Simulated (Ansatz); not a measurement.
# Ag (Fm-3m, 1 atom in the cell): converging a phonon calculation, part 2 of 3

How do the frequencies of Ag (Fm-3m, 1 atom in the cell) move with q mesh, k mesh and cutoff?

Ansatz 0.2.0; DFT PBE, scalar-relativistic, plane waves, PAW.

So far, highest frequency on the path or at a solved wavevector (cm⁻¹): step 3 (the dispersion) 158; step 4 (q mesh 2×2×2) 158. The relaxed cell has a = 4.147 Å (conventional setting).

## (6) Another q mesh, k-mesh 24×24×24, q mesh 6×6×6

The q mesh is changed to 6×6×6, to see how far the force constants must reach; the k mesh is 24×24×24, against 20×20×20 in the base run, so that the q mesh divides it.

Input file input.yaml:

```yaml
crystal:
  lattice:
    - [0.0, 2.0737002689, 2.0737002689]
    - [2.0737002689, 0.0, 2.0737002689]
    - [2.0737002689, 2.0737002689, 0.0]
  atoms:
    - { symbol: Ag, position: [0.0, 0.0, 0.0] }
kpoints:
  mp_grid: { grid: [24, 24, 24] }
hamiltonian:
  xc: pbe
scf:
  occupations: { method: methfessel_paxton, width: 0.2 }
output:
  eigenvalues: true
phonons:
  method: dfpt
  qmesh: [6, 6, 6]
  temperatures: { t_max: 1000, t_step: 50 }
  qpath:
    path:
      - [[0.0, 0.0, 0.0], [0.5, 0.0, 0.5], [0.625, 0.25, 0.625]]
      - [[0.375, 0.375, 0.75], [0.0, 0.0, 0.0], [0.5, 0.5, 0.5], [0.5, 0.25, 0.75], [0.5, 0.0, 0.5]]
    npoints: 10
```

Run with:

```
$ ansatz run input.yaml --threads 4 --pin off --max-ram 7168MiB --backend cpu --events-out ev --progress --plain --runs-dir out
```

Numbers of over 12 decimals in the logs are rounded to 6 here.

What it wrote:

```text
Engine: ansatz 0.2.0, aarch64-unknown-linux-gnu
Pseudopotentials: kind: paw
Pseudopotential: Ag, paw, valence charge 19, recommended cutoff 420 eV (normal), Ag.paw.azcp
Functional definition: PBE
  parameter kappa = 0.804
  parameter beta = 0.066725
  exchange = pbe_x(kappa = kappa, mu = beta*pi^2/3)
  correlation = pbe_c(beta = beta)
Crystal: 1 atoms, lattice volume = 17.835 Å³
Basis set: ecut = 420 eV, 339 PW (Γ), exchange–correlation on 40×40×40 points (8 copies of the dense FFT grid, shifted against one another)
Bands: 14, of which v1, the nominal top of the filled ones, is band 10 counted from 1 (9 counted from 0)
Symmetry: 48 space group operations
k-points: 413 of 13824
Non-local potential: Ag, projectors of the file, l = 0: 3, l = 1: 2, l = 2: 2, l = 3: 1
PAW form: soft (Blöchl's): semilocal exchange-correlation on the pseudo side does not see the compensation charge
PAW one-centre angular grid: Ag, 590 points (default); XC on 64 Gauss nodes
Initial density: superposition of atomic densities (neutral atoms: chi_scale 0, normalization atom), corrected by the library's trained network
Initial wavefunctions: pseudopotential atomic-orbital guess
Functional: x = pbe(κ = 0.804, μ = 0.219515), c = pbe(β = 0.066725)
SCF iter   1: F=—  HF=-7590.554841 eV  |F-HF|=—  |Δ(HF+E_count)|=         —  Δρ=7.91e-4  dr2=1.95e-5  ethr=1.77e-3  ⟨swp⟩=4.0  Hψ=27415  notcnv=0
preconditioner: auto → none  [metal: Δε(μ)=0.028 eV  Ē_g=15.807 eV  σ=0.200 eV  W_gap=0.12  n_scr=8 (ndim 8)  ℏωp=29.2 eV  f_vac=0.000  D(μ)=0.19/eV (n_scr^D=0)  sad-step TF]
SCF iter   2: F=—  HF=-7590.555045 eV  |F-HF|=—  |Δ(HF+E_count)|=   2.04e-4  S|Δr|=    0.00e0  Δρ=4.30e-4  dr2=5.11e-6  ethr=1.02e-7  ⟨swp⟩=2.1  Hψ=13108  notcnv=0
SCF iter   3: F=—  HF=-7590.555087 eV  |F-HF|=—  |Δ(HF+E_count)|=   4.17e-5  S|Δr|=    0.00e0  Δρ=6.78e-5  dr2=3.62e-7  ethr=2.69e-8  ⟨swp⟩=2.0  Hψ=7967  notcnv=0
SCF iter   4: F=—  HF=-7590.555079 eV  |F-HF|=—  |Δ(HF+E_count)|=   8.33e-6  S|Δr|=    0.00e0  Δρ=2.21e-5  dr2=6.42e-8  ethr=1.91e-9  ⟨swp⟩=2.9  Hψ=9682  notcnv=0
SCF iter   5: F=—  HF=-7590.555079 eV  |F-HF|=—  |Δ(HF+E_count)|=   3.69e-9  S|Δr|=    0.00e0  Δρ=5.35e-6  dr2=3.12e-9  ethr=3.38e-10  ⟨swp⟩=2.5  Hψ=9310  notcnv=0
SCF iter   6: F=—  HF=-7590.555079 eV  |F-HF|=—  |Δ(HF+E_count)|=  8.18e-10  S|Δr|=    0.00e0  Δρ=5.30e-7  dr2=2.56e-11  ethr=1.64e-11  ⟨swp⟩=2.4  Hψ=8857  notcnv=0
SCF iter   7: F=-7590.555079 eV  HF=-7590.555079 eV  |F-HF|=1.82e-12  |Δ(HF+E_count)|=  1.27e-11  S|Δr|=    0.00e0  Δρ=3.79e-8  dr2=8.79e-14  ethr=1.00e-12  ⟨swp⟩=5.9  Hψ=23043  notcnv=0
SCF 1 converged in 7 iterations: F = -7590.555079 eV  dr2 = 8.79e-14
[...]
NSCF: frozen V_eff on 413 k-points
NSCF: frozen V_eff on 1063 k-points
DFPT response loops at q = (0, 0, 0) (fractional): preconditioner auto → Kerker (q_TF=auto, 2.757 Å⁻¹) (partly filled bands, converged f_vac=0.000); β = 1.00, the filter's whole step (`scf.mixing.beta` (0.50) is not read by the response loops under this deck's `scf.mixing.preconditioner`; to damp them name `kerker` or `kerker_dos`, under which they read `scf.mixing.beta`, and type it under 1.00, their step now; both keys bind the ground state too); Broyden in place of MSR1
NSCF: frozen V_eff on 14400 k-points
DFPT response loops at q = (0, 0, 0.166667) (fractional): mixed as the last ones told, above
NSCF: frozen V_eff on 14400 k-points
DFPT response loops at q = (0, 0, 0.333333) (fractional): mixed as the last ones told, above
NSCF: frozen V_eff on 7228 k-points
DFPT response loops at q = (0, 0, -0.5) (fractional): mixed as the last ones told, above
NSCF: frozen V_eff on 7512 k-points
DFPT response loops at q = (0, 0.166667, 0.166667) (fractional): mixed as the last ones told, above
NSCF: frozen V_eff on 27648 k-points
DFPT response loops at q = (0, 0.166667, 0.333333) (fractional): mixed as the last ones told, above
phonons.qmesh, q = [0.0000, 0.1667, 0.3333]: its response loops start from zero, take more passes and end by a threshold: the memory limit or budget leaves too little room for the subspace of the ground state's own states beside the solves, or none could be made (phonons.method)
NSCF: frozen V_eff on 27648 k-points
DFPT response loops at q = (0, 0.166667, -0.5) (fractional): mixed as the last ones told, above
phonons.qmesh, q = [0.0000, 0.1667, -0.5000]: its response loops start from zero, take more passes and end by a threshold: the memory limit or budget leaves too little room for the subspace of the ground state's own states beside the solves, or none could be made (phonons.method)
[...]
DFPT response loops at q = (0, 0.166667, -0.333333) (fractional): mixed as the last ones told, above
phonons.qmesh, q = [0.0000, 0.1667, -0.3333]: its response loops start from zero, take more passes and end by a threshold: the memory limit or budget leaves too little room for the subspace of the ground state's own states beside the solves, or none could be made (phonons.method)
[...]
DFPT response loops at q = (0, 0.166667, -0.166667) (fractional): mixed as the last ones told, above
[...]
DFPT response loops at q = (0, 0.333333, 0.333333) (fractional): mixed as the last ones told, above
[...]
DFPT response loops at q = (0, 0.333333, -0.5) (fractional): mixed as the last ones told, above
phonons.qmesh, q = [0.0000, 0.3333, -0.5000]: its response loops start from zero, take more passes and end by a threshold: the memory limit or budget leaves too little room for the subspace of the ground state's own states beside the solves, or none could be made (phonons.method)
NSCF: frozen V_eff on 14400 k-points
DFPT response loops at q = (0, 0.333333, -0.333333) (fractional): mixed as the last ones told, above
NSCF: frozen V_eff on 3926 k-points
DFPT response loops at q = (0, -0.5, -0.5) (fractional): mixed as the last ones told, above
NSCF: frozen V_eff on 14400 k-points
DFPT response loops at q = (0.166667, 0.333333, -0.5) (fractional): mixed as the last ones told, above
NSCF: frozen V_eff on 27648 k-points
DFPT response loops at q = (0.166667, 0.333333, -0.333333) (fractional): mixed as the last ones told, above
phonons.qmesh, q = [0.1667, 0.3333, -0.3333]: its response loops start from zero, take more passes and end by a threshold: the memory limit or budget leaves too little room for the subspace of the ground state's own states beside the solves, or none could be made (phonons.method)
```

Run time: 37 min. Hardware: 4 threads of Arm Neoverse N1, shared host; peak memory 5 GiB.

The run was cut off at the time limit after its SCF cycle had converged; no result of it is taken.

The program's message: “Warning: RAYON”

## (7) Another k mesh, k-mesh 6×6×6, q mesh 2×2×2

The k mesh is changed to 6×6×6 on a small fixed q mesh, to find the coarsest that serves.

Edit input.yaml of step 6 so:

```diff
@@ -8,3 +8,3 @@
 kpoints:
-  mp_grid: { grid: [24, 24, 24] }
+  mp_grid: { grid: [6, 6, 6] }
 hamiltonian:
@@ -17,3 +17,3 @@
   method: dfpt
-  qmesh: [6, 6, 6]
+  qmesh: [2, 2, 2]
   temperatures: { t_max: 1000, t_step: 50 }
```

What it wrote:

```text
[...]
Crystal: 1 atoms, lattice volume = 17.835 Å³
Basis set: ecut = 420 eV, 339 PW (Γ), exchange–correlation on 40×40×40 points (8 copies of the dense FFT grid, shifted against one another)
Bands: 14, of which v1, the nominal top of the filled ones, is band 10 counted from 1 (9 counted from 0)
Symmetry: 48 space group operations
k-points: 16 of 216
[...]
SCF iter   1: F=—  HF=-7590.488376 eV  |F-HF|=—  |Δ(HF+E_count)|=         —  Δρ=8.23e-4  dr2=2.86e-5  ethr=1.77e-3  ⟨swp⟩=4.0  Hψ=1056  notcnv=0
[...]
SCF iter   7: F=-7590.488622 eV  HF=-7590.488622 eV  |F-HF|=3.64e-12  |Δ(HF+E_count)|=  5.46e-12  S|Δr|=    0.00e0  Δρ=1.08e-7  dr2=1.61e-12  ethr=1.00e-12  ⟨swp⟩=3.6  Hψ=960  notcnv=0
SCF 1 converged in 7 iterations: F = -7590.488622 eV  dr2 = 1.61e-12
[...]
SCF converged after 7 iterations
[...]
Free energy (F): -7590.488622 eV
[...]
Internal energy: -7590.484084 eV  (E = F + TS)
E sigma→0 (E₀):  -7590.487487 eV
Entropy (-TS):   -0.004538 eV (-4.538 meV/atom)
Fermi energy:    16.179617 eV
[...]
--- Band table (eV; the first three rows and the last of 16) ---
  k-point 0: bands = [... 6 lower, 11.7407, 11.7407, 12.7001, 12.7001, 32.1599, 35.4831, 35.4831, 35.4831]
  k-point 1: bands = [... 6 lower, 11.9044, 11.9044, 12.6766, 12.6766, 30.2715, 32.9895, 35.6166, 35.6166]
  k-point 2: bands = [... 6 lower, 11.8454, 13.0922, 13.0922, 13.1895, 24.0471, 32.1060, 34.7053, 34.7053]
  k-point 15: bands = [... 6 lower, 12.3175, 12.9337, 13.6319, 20.2410, 22.9248, 24.1580, 24.8387, 35.8873]
[...]
ASR residual: 2.042e-5 → 0.000e0 eV/Å²; symmetrization residual: 2.393e-12 eV/Å²
  ASR residual per site (eV/Å²): 2.04e-5
  Γ frequencies (cm⁻¹): 0.00 0.00 0.00
--- Phonons (arbitrary-q DFPT): 3 irreducible q on the 2×2×2 mesh ---
[...]
interpolated dispersion: 62 rows × 3 modes
[...]
```

It took 2.8 s on 4 threads; peak memory 0.34 GiB; 9.1 s of CPU time.

The run finished; it serves as a test, and its numbers are not taken as the result.

## (8) Another k mesh, k-mesh 10×10×10, q mesh 2×2×2

The k mesh is changed to 10×10×10 on a small fixed q mesh, to find the coarsest that serves.

Edit input.yaml of step 7 so:

```diff
@@ -8,3 +8,3 @@
 kpoints:
-  mp_grid: { grid: [6, 6, 6] }
+  mp_grid: { grid: [10, 10, 10] }
 hamiltonian:
```

What it wrote:

```text
[...]
Crystal: 1 atoms, lattice volume = 17.835 Å³
Basis set: ecut = 420 eV, 339 PW (Γ), exchange–correlation on 40×40×40 points (8 copies of the dense FFT grid, shifted against one another)
Bands: 14, of which v1, the nominal top of the filled ones, is band 10 counted from 1 (9 counted from 0)
Symmetry: 48 space group operations
k-points: 47 of 1000
[...]
SCF iter   1: F=—  HF=-7590.540042 eV  |F-HF|=—  |Δ(HF+E_count)|=         —  Δρ=7.89e-4  dr2=2.12e-5  ethr=1.77e-3  ⟨swp⟩=4.0  Hψ=3113  notcnv=0
[...]
SCF iter   6: F=-7590.540310 eV  HF=-7590.540310 eV  |F-HF|=6.37e-12  |Δ(HF+E_count)|=  2.50e-10  S|Δr|=    0.00e0  Δρ=3.33e-7  dr2=4.14e-12  ethr=1.00e-12  ⟨swp⟩=6.0  Hψ=2760  notcnv=0
SCF 1 converged in 6 iterations: F = -7590.540310 eV  dr2 = 4.14e-12
[...]
SCF converged after 6 iterations
[...]
Free energy (F): -7590.540310 eV
[...]
Internal energy: -7590.541938 eV  (E = F + TS)
E sigma→0 (E₀):  -7590.540717 eV
Entropy (-TS):   0.001629 eV (1.629 meV/atom)
Fermi energy:    16.294144 eV
[...]
--- Band table (eV; the first three rows and the last of 47) ---
  k-point 0: bands = [... 6 lower, 11.7430, 11.7430, 12.7023, 12.7023, 32.1596, 35.4834, 35.4834, 35.4834]
  k-point 1: bands = [... 6 lower, 11.8187, 11.8187, 12.6774, 12.6774, 31.9934, 33.5577, 35.5655, 35.5655]
  k-point 2: bands = [... 6 lower, 11.9330, 11.9330, 12.7124, 12.7124, 29.0550, 32.9165, 35.5828, 35.5828]
  k-point 46: bands = [... 6 lower, 11.9728, 12.8055, 13.6347, 20.9807, 22.9905, 23.3610, 24.5141, 36.8646]
[...]
ASR residual: 3.150e-5 → 0.000e0 eV/Å²; symmetrization residual: 3.547e-11 eV/Å²
  ASR residual per site (eV/Å²): 3.15e-5
  Γ frequencies (cm⁻¹): 0.00 0.00 0.00
--- Phonons (arbitrary-q DFPT): 3 irreducible q on the 2×2×2 mesh ---
[...]
interpolated dispersion: 62 rows × 3 modes
[...]
```

Elapsed: 7.6 s, on 4 threads; peak memory 0.44 GiB; 28 s of CPU time.

The run finished; it serves as a test, and its numbers are not taken as the result.

## (9) Another k mesh, k-mesh 16×16×16, q mesh 2×2×2

The k mesh is changed to 16×16×16 on a small fixed q mesh, to find the coarsest that serves.

Edit input.yaml of step 8 so:

```diff
@@ -8,3 +8,3 @@
 kpoints:
-  mp_grid: { grid: [10, 10, 10] }
+  mp_grid: { grid: [16, 16, 16] }
 hamiltonian:
```

What it wrote:

```text
[...]
Crystal: 1 atoms, lattice volume = 17.835 Å³
Basis set: ecut = 420 eV, 339 PW (Γ), exchange–correlation on 40×40×40 points (8 copies of the dense FFT grid, shifted against one another)
Bands: 14, of which v1, the nominal top of the filled ones, is band 10 counted from 1 (9 counted from 0)
Symmetry: 48 space group operations
k-points: 145 of 4096
[...]
k-point 144: bands = [... 6 lower, 11.4936, 12.7112, 13.6311, 22.1527, 22.1527, 23.0436, 24.3078, 38.4509]
[...]
ASR residual: 1.758e-4 → 0.000e0 eV/Å²; symmetrization residual: 2.789e-11 eV/Å²
  ASR residual per site (eV/Å²): 1.76e-4
  Γ frequencies (cm⁻¹): 0.00 0.00 0.00
--- Phonons (arbitrary-q DFPT): 3 irreducible q on the 2×2×2 mesh ---
[...]
interpolated dispersion: 62 rows × 3 modes
[...]
[key lines of the parts left out:]
SCF converged after 7 iterations
Free energy (F): -7590.554968 eV
Fermi energy:    16.321034 eV
```

Wall time 26 s (4 threads); peak memory 0.84 GiB; 97 s of CPU time.

## (10) Another k mesh, q mesh 2×2×2

The k mesh is changed to 20×20×20 on a small fixed q mesh, to find the coarsest that serves.

Edit input.yaml of step 9 so:

```diff
@@ -8,3 +8,3 @@
 kpoints:
-  mp_grid: { grid: [16, 16, 16] }
+  mp_grid: { grid: [20, 20, 20] }
 hamiltonian:
```

What it wrote:

```text
[...]
Crystal: 1 atoms, lattice volume = 17.835 Å³
Basis set: ecut = 420 eV, 339 PW (Γ), exchange–correlation on 40×40×40 points (8 copies of the dense FFT grid, shifted against one another)
Bands: 14, of which v1, the nominal top of the filled ones, is band 10 counted from 1 (9 counted from 0)
Symmetry: 48 space group operations
k-points: 256 of 8000
[...]
k-point 255: bands = [... 6 lower, 11.4930, 12.7104, 13.6303, 22.1525, 22.1525, 23.0434, 24.3077, 38.4507]
[...]
ASR residual: 1.127e-4 → 0.000e0 eV/Å²; symmetrization residual: 1.122e-11 eV/Å²
  ASR residual per site (eV/Å²): 1.13e-4
  Γ frequencies (cm⁻¹): 0.00 0.00 0.00
--- Phonons (arbitrary-q DFPT): 3 irreducible q on the 2×2×2 mesh ---
[...]
interpolated dispersion: 62 rows × 3 modes
[...]
[key lines of the parts left out:]
SCF converged after 7 iterations
Free energy (F): -7590.555925 eV
Fermi energy:    16.366988 eV
```

It took 48 s on 4 threads; peak memory 1.3 GiB.

## (11) Another k mesh, k-mesh 30×30×30, q mesh 2×2×2

The k mesh is changed to 30×30×30 on a small fixed q mesh, to find the coarsest that serves.

Edit input.yaml of step 10 so:

```diff
@@ -8,3 +8,3 @@
 kpoints:
-  mp_grid: { grid: [20, 20, 20] }
+  mp_grid: { grid: [30, 30, 30] }
 hamiltonian:
```

What it wrote:

```text
[...]
Crystal: 1 atoms, lattice volume = 17.835 Å³
Basis set: ecut = 420 eV, 339 PW (Γ), exchange–correlation on 40×40×40 points (8 copies of the dense FFT grid, shifted against one another)
Bands: 14, of which v1, the nominal top of the filled ones, is band 10 counted from 1 (9 counted from 0)
Symmetry: 48 space group operations
k-points: 752 of 27000
[...]
k-point 751: bands = [... 6 lower, 11.6436, 12.7202, 13.6291, 21.7549, 22.5531, 23.0361, 24.3314, 37.9061]
[...]
ASR residual: 1.179e-4 → 0.000e0 eV/Å²; symmetrization residual: 4.214e-11 eV/Å²
  ASR residual per site (eV/Å²): 1.18e-4
  Γ frequencies (cm⁻¹): 0.00 0.00 0.00
--- Phonons (arbitrary-q DFPT): 3 irreducible q on the 2×2×2 mesh ---
[...]
interpolated dispersion: 62 rows × 3 modes
[...]
[key lines of the parts left out:]
SCF converged after 7 iterations
Free energy (F): -7590.553552 eV
Fermi energy:    16.432301 eV
```

Elapsed: 2.6 min, on 4 threads; peak memory 3.7 GiB; 9.8 min of CPU time.

## (12) Comparing the runs

Times are for 4 threads of Arm Neoverse N1, shared host. Results by setting:

```csv
no.,k-mesh,lowest mode on the q mesh (acoustic modes at Γ apart) (cm⁻¹),highest frequency on the path or at a solved wavevector (cm⁻¹),time,memory (GiB)
1,16×16×16,70.64,157.7,26 s,0.84
2,20×20×20,70.83,158,48 s,1.3
3,30×30×30,70.92,159.2,2.6 min,3.7
```

The runs together. Phonon density of states against wavenumber; read off at these points; values in 1/cm⁻¹/cell:

```csv
wavenumber (cm⁻¹),16×16×16,20×20×20,30×30×30
1.0,0,0,0
5.0,4.0e-5,4.0e-5,4.0e-5
9.0,1.6e-4,1.6e-4,1.6e-4
13.0,4.2e-4,4.1e-4,4.1e-4
19.0,9.8e-4,9.7e-4,9.7e-4
23.0,0.00143,0.00142,0.00142
27.0,0.00205,0.00203,0.00203
31.0,0.00272,0.0027,0.0027
35.0,0.0036,0.00357,0.00356
39.0,0.00456,0.00452,0.00451
43.0,0.00576,0.00571,0.0057
47.0,0.00709,0.00704,0.00703
53.0,0.00969,0.00962,0.0096
57.0,0.0118,0.0117,0.0117
61.0,0.0146,0.0145,0.0144
65.0,0.0182,0.0181,0.0180
69.0,0.0240,0.0237,0.0235
73.0,0.0319,0.0319,0.0319
77.0,0.0330,0.0330,0.0330
83.0,0.0346,0.0346,0.0346
87.0,0.0358,0.0358,0.0357
91.0,0.0369,0.0369,0.0367
95.0,0.0379,0.0378,0.0377
99.0,0.0391,0.0390,0.0388
103.0,0.0400,0.0399,0.0397
107.0,0.0230,0.0229,0.0229
113.0,0.0227,0.0227,0.0227
117.0,0.0224,0.0225,0.0224
121.0,0.0215,0.0215,0.0214
125.0,0.0203,0.0203,0.0202
129.0,0.0183,0.0184,0.0181
133.0,0.0119,0.0118,0.0113
137.0,0.0318,0.0308,0.0274
141.0,0.0455,0.0454,0.0457
145.0,0.0541,0.0542,0.0544
147.0,0.0402,0.041,0.0419
151.0,0.0237,0.0240,0.0244
155.0,0.0112,0.0114,0.0116
159.0,0,0,0.00154
```

The runs together, line C_V. Table of C_V by temperature; values in J/mol-atom/K:

```
temperature (K)  16×16×16 = 20×20×20  30×30×30
              0                    0         0
             50                 12.8      12.8
            100                 20.6      20.6
            150                 22.9      22.9
            200                 23.7      23.7
            250                 24.2      24.2
            300                 24.4      24.4
            350                 24.5      24.5
            400                 24.6      24.6
            450                 24.7      24.7
            500                 24.7      24.7
            550                 24.8      24.8
            600                 24.8      24.8
            650                 24.8      24.8
            700                 24.8      24.8
            750                 24.9      24.9
            800                 24.9      24.9
            850                 24.9      24.9
            900                 24.9      24.9
            950                 24.9      24.9
           1000                 24.9      24.9
```

[end of part 2 of 3]

[Logs are printed without paths, hosts, clocks, repeated set-up lines and the standing remarks that a program may print on its own settings, such as how far it seeks lower states.]

[Hosts, paths, dates, database ids (printed as entryN), source tags and the programs' standing remarks are cut or masked in the printed files.]
